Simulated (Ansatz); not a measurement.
# What NaCdCl3 (model cell, started as cubic perovskite with Cd in the octahedra) distorts into

Wanted: the energy along a soft mode of NaCdCl3 (model cell, started as cubic perovskite with Cd in the octahedra) and the structure at the end.

Calculated with Ansatz 0.2.0; DFT r2SCAN, scalar-relativistic, plane waves, PAW; PAW set soft_1.

Report form: the programs' logs are mostly left out.

The structure was built from a prototype and need not be the compound's stable phase.

### Step 1. Set-up

The structure is cubic, space group Pm-3m (No. 221). Conventional cell: a = 5.170 Å, b = 5.170 Å, c = 5.170 Å, α = 90.00°, β = 90.00°, γ = 90.00°. Na has 12 Cl at 3.66 Å nearest. Nearest to Cd lie 6 Cl at 2.58 Å. Nearest to Cl lie 2 Cd at 2.58 Å. Farther neighbours and most contacts between anions are not listed.

Coordinates:

```cif
data_structure
_symmetry_space_group_name_H-M 'Pm-3m'
_symmetry_Int_Tables_number 221
_cell_length_a 5.1696
_cell_length_b 5.1696
_cell_length_c 5.1696
_cell_angle_alpha 90.000
_cell_angle_beta 90.000
_cell_angle_gamma 90.000
_cell_volume 138.16
loop_
_atom_site_label
_atom_site_type_symbol
_atom_site_symmetry_multiplicity
_atom_site_Wyckoff_symbol
_atom_site_fract_x
_atom_site_fract_y
_atom_site_fract_z
_atom_site_occupancy
Na1 Na 1 a 0.00000 0.00000 0.00000 1
Cd1 Cd 1 b 0.50000 0.50000 0.50000 1
Cl1 Cl 3 c 0.50000 0.50000 0.00000 1
```

### Step 2. Response at finite wavevector

The cell comes from relaxations at this level that are not shown. Stability and thermal properties need the whole zone. Linear response on a 2×2×2 q mesh gives force constants as far as a supercell of that size would, and the tensors from the zone-centre run are typed in so that the long-range dipole term is interpolated apart.

input.yaml reads:

```yaml
crystal:
  lattice:
    - [5.169590516, 0.0, 0.0]
    - [0.0, 5.169590516, 0.0]
    - [0.0, 0.0, 5.169590516]
  atoms:
    - { symbol: Na, position: [0.0, 0.0, 0.0] }
    - { symbol: Cd, position: [0.5, 0.5, 0.5] }
    - { symbol: Cl, position: [0.5, 0.5, 0.0] }
    - { symbol: Cl, position: [0.5, 0.0, 0.5] }
    - { symbol: Cl, position: [0.0, 0.5, 0.5] }
kpoints:
  mp_grid: { grid: [6, 6, 6] }
hamiltonian:
  xc: r2scan
  pseudopotentials: { kind: paw, azcp: { folder: soft_1 } }
scf:
  occupations: { method: fixed }
output:
  eigenvalues: true
phonons:
  method: dfpt
  qmesh: [2, 2, 2]
  temperatures: { t_max: 1000, t_step: 50 }
  qpath:
    path:
      - [[0.0, 0.0, 0.0], [0.0, 0.5, 0.0], [0.5, 0.5, 0.0], [0.0, 0.0, 0.0], [0.5, 0.5, 0.5], [0.0, 0.5, 0.0]]
      - [[0.5, 0.5, 0.5], [0.5, 0.5, 0.0]]
    npoints: 10
  non_analytic_term:
    high_frequency_dielectric_tensor: [[2.8991, 0.0, 0.0], [0.0, 2.8991, 0.0], [0.0, 0.0, 2.8991]]
    born_effective_charges:
      - { species: Na, tensor: [[1.2791, 0.0, 0.0], [0.0, 1.2791, 0.0], [0.0, 0.0, 1.2791]] }
      - { species: Cd, tensor: [[2.5923, 0.0, 0.0], [0.0, 2.5923, 0.0], [0.0, 0.0, 2.5923]] }
      - { species: Cl, tensor: [[-0.862, 0.0, 0.0], [0.0, -0.862, 0.0], [0.0, 0.0, -2.1475]] }
      - { species: Cl, tensor: [[-0.862, 0.0, 0.0], [0.0, -2.1475, 0.0], [0.0, 0.0, -0.862]] }
      - { species: Cl, tensor: [[-2.1475, 0.0, 0.0], [0.0, -0.862, 0.0], [0.0, 0.0, -0.862]] }
    source: "zone-centre run at this cell"
```

Run with:

```bash
> ansatz run input.yaml --threads 4 --pin off --max-ram 16384MiB --backend cpu --events-out ev --progress --plain --runs-dir out
```

Elapsed: 16 min, on 4 threads of Arm Neoverse V2, shared host; peak memory 14 GiB; 64 min of CPU time.

Numbers from this step:

- gap on the k-mesh: 2.593 eV
- volume per atom: 27.63 Å³
- sum-rule residual before enforcement: 6.86e-5 eV/Å²
- lowest frequency on the path: -92.78 cm⁻¹
- point group: m-3m
- highest frequency on the path or at a solved wavevector: 318.1 cm⁻¹
- highest optical mode at the zone centre (no LO-TO term): 266.8 cm⁻¹
- lowest optical zone-centre mode: -92.78 cm⁻¹
- lowest mode on the q mesh (acoustic modes at Γ apart): -92.78 cm⁻¹

Frequencies (cm⁻¹) solved at each irreducible wavevector; negative means imaginary. Frequencies by wavevector, by row:

```csv
q in reciprocal lattice units,star,mode 1,mode 2,mode 3,mode 4,mode 13,mode 14,mode 15
0 0 0,1,-92.8,-92.8,-92.8,0,266.8,266.8,266.8
0 0 -0.5,3,-84.4,-84.4,-23.1,-23.1,266.1,266.1,277.1
0 -0.5 -0.5,3,-88.7,-84.7,-84.7,-71.7,174.8,265.5,298.7
-0.5 -0.5 -0.5,1,-88.9,-88.9,-88.9,-86.3,173.9,173.9,318.1
```

Interpolated from a 2×2×2 q mesh, with the LO-TO term (at Γ the limit along the path; where Γ stands inside the path, tables give the limit on arrival). The phonon branches at the labelled points (cm⁻¹):

```
    point  branch 1  branch 2  branch 3  branch 4  branch 12  branch 13  branch 14  branch 15
        Γ       -93       -93         0         0        110        267        267        305
  halfway       -89       -89       -13       -13        120        266        266        293
        X       -84       -84       -23       -23        145        266        266        277
  halfway       -89       -79       -65       -63        147        214        266        299
        M       -89       -85       -85       -72        149        175        266        299
  halfway       -89       -84       -54       -50        125        234        266        304
        Γ       -93       -93         0         0        110        267        267        305
  halfway       -86       -86       -58       -56        130        232        232        314
        R       -89       -89       -89       -86        142        174        174        318
  halfway       -86       -84       -72       -71        147        204        231        313
        X       -84       -84       -23       -23        145        266        266        277
jump to R       -89       -89       -89       -86        142        174        174        318
  halfway       -89       -86       -86       -80        146        174        219        315
        M       -89       -85       -85       -72        149        175        266        299
```

Symmetry leaves 4 wavevectors to solve. The lowest mode among them, the acoustic zeros apart, lies at Γ and is imaginary, 92.8i cm⁻¹, so the energy falls along it.

### Step 3. The mode frozen in, largest atomic shift 0 Å

The mode followed lies at q = (-0.5, -0.5, -0.5) with frequency 88.9i cm⁻¹ and is 3-fold degenerate, one of the unstable modes though not the softest. At small amplitude the distorted cell has space group no. 140 by a symmetry search on the positions. The undistorted cell that holds it gives the zero of energy on the same k mesh.

System of this step: NaCdCl3 (model cell, started as cubic perovskite with Cd in the octahedra). The structure is cubic, space group Pm-3m (No. 221). The conventional cell has a = 5.170 Å, b = 5.170 Å, c = 5.170 Å, α = 90.00°, β = 90.00°, γ = 90.00°. Nearest to Na lie 12 Cl at 3.66 Å. Nearest to Cd lie 6 Cl at 2.58 Å. Nearest to Cl lie 2 Cd at 2.58 Å. Farther neighbours and most contacts between anions are not listed.

input.yaml reads:

```yaml
crystal:
  lattice:
    - [5.169590516, 5.169590516, 0.0]
    - [5.169590516, 0.0, 5.169590516]
    - [5.169590516, 0.0, -5.169590516]
  atoms:
    - { symbol: Na, position: [0.0, 0.0, 0.0] }
    - { symbol: Na, position: [0.0, 0.5, 0.5] }
    - { symbol: Cd, position: [0.5, 0.25, 0.75] }
    - { symbol: Cd, position: [0.5, 0.75, 0.25] }
    - { symbol: Cl, position: [0.5, 0.0, 0.0] }
    - { symbol: Cl, position: [0.5, 0.5, 0.5] }
    - { symbol: Cl, position: [0.0, 0.5, 0.0] }
    - { symbol: Cl, position: [0.0, 0.0, 0.5] }
    - { symbol: Cl, position: [0.5, 0.0, 0.5] }
    - { symbol: Cl, position: [0.5, 0.5, 0.0] }
kpoints:
  mp_grid: { grid: [4, 4, 4] }
hamiltonian:
  xc: r2scan
  pseudopotentials: { kind: paw, azcp: { folder: soft_1 } }
scf:
  occupations: { method: gaussian, width: 0.02 }
output:
  forces: true
  stress: true
  eigenvalues: true
```

Elapsed: 4.6 s, on 4 threads; peak memory 1.3 GiB; 17 s of CPU time.

Numbers from this step:

| Property | Result |
| --- | --- |
| pressure | -0.007679 GPa |
| energy from the undistorted cell | 0 meV/atom |

At this level the gap is 2.59 eV on the k-mesh of the self-consistent run, which can miss the band edges.

### Step 4. The mode frozen in, largest atomic shift 0.6 Å

The atoms are moved along the unstable eigenvector, the largest shift by 0.6 Å, with the cell fixed.

input.yaml, the sections that differ from step 3:

```yaml
crystal:
  lattice:
    - [5.169590516, 5.169590516, 0.0]
    - [5.169590516, 0.0, 5.169590516]
    - [5.169590516, 0.0, -5.169590516]
  atoms:
    - { symbol: Na, position: [0.0, 0.0, 0.0] }
    - { symbol: Na, position: [0.0, 0.5, 0.5] }
    - { symbol: Cd, position: [0.5, 0.25, 0.75] }
    - { symbol: Cd, position: [0.5, 0.75, 0.25] }
    - { symbol: Cl, position: [0.5, -0.0580316756, -0.0580316756] }
    - { symbol: Cl, position: [0.5, 0.5580316756, 0.5580316756] }
    - { symbol: Cl, position: [0.0, 0.5, 0.0] }
    - { symbol: Cl, position: [0.0, 0.0, 0.5] }
    - { symbol: Cl, position: [0.5, 0.0580316756, 0.4419683244] }
    - { symbol: Cl, position: [0.5, 0.4419683244, 0.0580316756] }
# kpoints, hamiltonian, scf, output: as in step 3
```

The job ended after 7.1 s (4 threads; peak memory 1.4 GiB; 27 s of CPU time).

Numbers from this step:

```
pressure                         : -1.483 GPa
gap on the k-mesh                : 2.815 eV
energy from the undistorted cell : -49.9 meV/atom
```

The energy, extrapolated to zero smearing, is -49.90 meV/atom against the undistorted cell.

The run ends at a pressure of -1.48 GPa, with forces up to 0.24 eV/Å.

### Step 5. Energy along the mode, all amplitudes (two of the runs are shown above)

An imaginary frequency means negative curvature, so the energy should fall and then rise again as anharmonic terms take over.

Numbers from this step:

```
depth at the lowest point sampled  : 49.9 meV/atom
largest atomic shift at that point : 0.6 Å
```

Table of energy from the parent by largest atomic shift:

| largest atomic shift (Å) | energy from the parent (meV/atom) |
| --- | --- |
| 0.000 | 0 |
| 0.040 | -0.329 |
| 0.080 | -1.31 |
| 0.140 | -3.95 |
| 0.220 | -9.47 |
| 0.320 | -18.9 |
| 0.450 | -33.6 |
| 0.600 | -49.9 |

Displacement at unit largest shift by atom:

```
atom  x (Å)  y (Å)  z (Å)  size
 Na1   0.00   0.00   0.00  0.00
 Na2   0.00   0.00   0.00  0.00
 Cd3   0.00   0.00   0.00  0.00
 Cd4   0.00   0.00   0.00  0.00
 Cl5  -1.00   0.00   0.00  1.00
 Cl6   1.00   0.00   0.00  1.00
 Cl7   0.00   0.00   0.00  0.00
 Cl8   0.00   0.00   0.00  0.00
 Cl9   0.00   0.00   1.00  1.00
Cl10   0.00   0.00  -1.00  1.00
```

The lowest of the steps tried is the last one, at 0.6 Å, 49.9 meV/atom below the parent; the bottom of the well need not coincide with a step.

### Step 6. Relaxing from the distorted cell

Starting from the lowest point found, all atoms and the cell are let go, so that strain and other modes of the same symmetry can join in.

Changes to input.yaml since step 4:

```diff
@@ -22,3 +22,3 @@
 scf:
-  occupations: { method: gaussian, width: 0.02 }
+  occupations: { method: fixed }
 output:
@@ -27 +27,6 @@
   eigenvalues: true
+relax:
+  adjacent_minimum: "off"
+  f_tol: 0.002
+  max_steps: 120
+  cell: { stress_tol: 0.03 }
```

Elapsed: 49 s, on 4 threads; peak memory 1.4 GiB.

The steps of the relaxation:

```csv
step,energy less that of the first step (eV),largest force component (eV/Å),pressure (GPa),volume (Å³)
1,0.0000,0.2375,-1.48,276.31
2,-0.1987,0.1807,-0.73,265.09
3,-0.2300,0.2716,0.00,254.22
4,-0.2652,0.0651,-0.05,257.35
5,-0.2693,0.0028,0.00,256.17
6,-0.2693,0.0001,0.00,256.20
7*,-0.2664,0.0001,0.00,256.20
```

Relaxation steps marked * repeat the geometry before them on a plane-wave basis chosen anew for their cell, so energy and pressure can jump there.

Forces are held to the 16 operations that the run works with; a distortion that breaks them can't arise in this run.

```csv
"conventional cell, symmetrised",before,after,change
a (Å),7.311,7.058,-3.5 %
b (Å),7.311,7.058,-3.5 %
c (Å),10.339,10.287,-0.5 %
volume (Å³/atom),27.63,25.62,-7.3 %
```

The atoms that moved most (Å, as changes of fractional coordinates times the final cell):

| atom | dx | dy | dz | length |
| --- | --- | --- | --- | --- |
| Cl6 | 0.236 | 0.000 | 0.000 | 0.236 |
| Cl5 | -0.236 | 0.000 | 0.000 | 0.236 |
| Cl9 | 0.000 | 0.000 | 0.236 | 0.236 |
| Cl10 | 0.000 | 0.000 | -0.236 | 0.236 |

Final coordinates:

```cif
data_structure
_symmetry_space_group_name_H-M 'P 1'
_symmetry_Int_Tables_number 1
_cell_length_a 7.1666
_cell_length_b 7.0576
_cell_length_c 7.0576
_cell_angle_alpha 90.000
_cell_angle_beta 60.502
_cell_angle_gamma 60.502
_cell_volume 256.20
loop_
_atom_site_label
_atom_site_type_symbol
_atom_site_fract_x
_atom_site_fract_y
_atom_site_fract_z
_atom_site_occupancy
Na1 Na 0.00000 0.00000 0.00000 1
Na2 Na 0.00000 0.50000 0.50000 1
Cd3 Cd 0.50000 0.25000 0.75000 1
Cd4 Cd 0.50000 0.75000 0.25000 1
Cl5 Cl 0.50000 0.91829 0.91829 1
Cl6 Cl 0.50000 0.58171 0.58171 1
Cl7 Cl 0.00000 0.50000 0.00000 1
Cl8 Cl 0.00000 0.00000 0.50000 1
Cl9 Cl 0.50000 0.08171 0.41829 1
Cl10 Cl 0.50000 0.41829 0.08171 1
```

This step gave:

| Property | Result |
| --- | --- |
| pressure | -0.003957 GPa |
| gap on the k-mesh | 3.119 eV |
| volume per atom | 25.62 Å³ |

The distorted start has space group I4/mcm; the relaxation ends in I4/mcm.

### Step 7. The new phase in its own primitive cell

The relaxed structure is symmetrised, reduced to its primitive cell and relaxed tightly, as its phonons need.

input.yaml, the sections that differ from step 6:

```yaml
crystal:
  lattice:
    - [-3.5288203666, 3.5288203666, 5.1434149086]
    - [3.5288203666, -3.5288203666, 5.1434149086]
    - [3.5288203666, 3.5288203666, -5.1434149086]
  atoms:
    - { symbol: Na, position: [0.75, 0.25, 0.5] }
    - { symbol: Na, position: [0.25, 0.75, 0.5] }
    - { symbol: Cd, position: [0.0, 0.0, 0.0] }
    - { symbol: Cd, position: [0.5, 0.5, 0.0] }
    - { symbol: Cl, position: [0.8317085714, 0.3317085714, 0.1634171428] }
    - { symbol: Cl, position: [0.1682914286, 0.6682914286, 0.8365828572] }
    - { symbol: Cl, position: [0.75, 0.75, 0.0] }
    - { symbol: Cl, position: [0.25, 0.25, 0.0] }
    - { symbol: Cl, position: [0.3317085714, 0.1682914286, 0.5] }
    - { symbol: Cl, position: [0.6682914286, 0.8317085714, 0.5] }
relax:
  adjacent_minimum: "off"
  f_tol: 0.001
  max_steps: 60
  cell: { stress_tol: 0.01 }
# kpoints, hamiltonian, scf, output: as in step 6
```

Wall time 15 s (4 threads); peak memory 1.4 GiB; 58 s of CPU time.

Little changed from the start: no atom moved by 0.005 Å and no cell edge by 0.1 %.

Numbers from this step:

```
pressure           : -0.003956 GPa
direct gap on mesh : 3.119 eV
```

The largest force component left is 0.046 meV/Å and the pressure is -0.004 GPa, within the tolerances set. The cell now holds 25.62 Å³/atom.

### Step 8. What came out

| Item | Value |
| --- | --- |
| unstable mode of the parent | q = (-0.5, -0.5, -0.5), 89i cm⁻¹ |
| depth at the lowest point sampled | 49.9 meV/atom |
| largest atomic shift at that point | 0.6 Å |
| space group reached (within 0.01 Å) | I4/mcm |
| energy gained over the parent (first relaxation, on the mesh of the frozen mode) | 76.5 meV/atom |
| volume per atom, phase reached | 25.6 Å³ |
| gap on the k-mesh, phase reached | 3.12 eV |

In words: Along this mode the structure falls into I4/mcm, 76.5 meV/atom below the parent. At the parent's cell the well is 49.9 meV/atom deep on the steps tried, with its lowest point at a shift of 0.6 Å. That is the last step tried, so the steps alone don't bracket the bottom of the well. Relaxing atoms and cell changes the gain by +26.64 meV/atom against the lowest step (energies at zero smearing). The modes of the phase reached were not computed on this path. Of the 6 patterns followed to their end from this parent, this one ends 49.4 meV/atom above the lowest, Imma. Each path keeps the symmetry of its pattern, so a lower phase may lie along a pattern not tried. The starting cell was built on a prototype and not taken from a measurement, so the phase need not exist.

[Logs are printed without paths, hosts, clocks, repeated set-up lines and the standing remarks that a program may print on its own settings, such as how far it seeks lower states.]

[Hosts, paths, dates, database ids (printed as entryN), source tags and the programs' standing remarks are cut or masked in the printed files.]
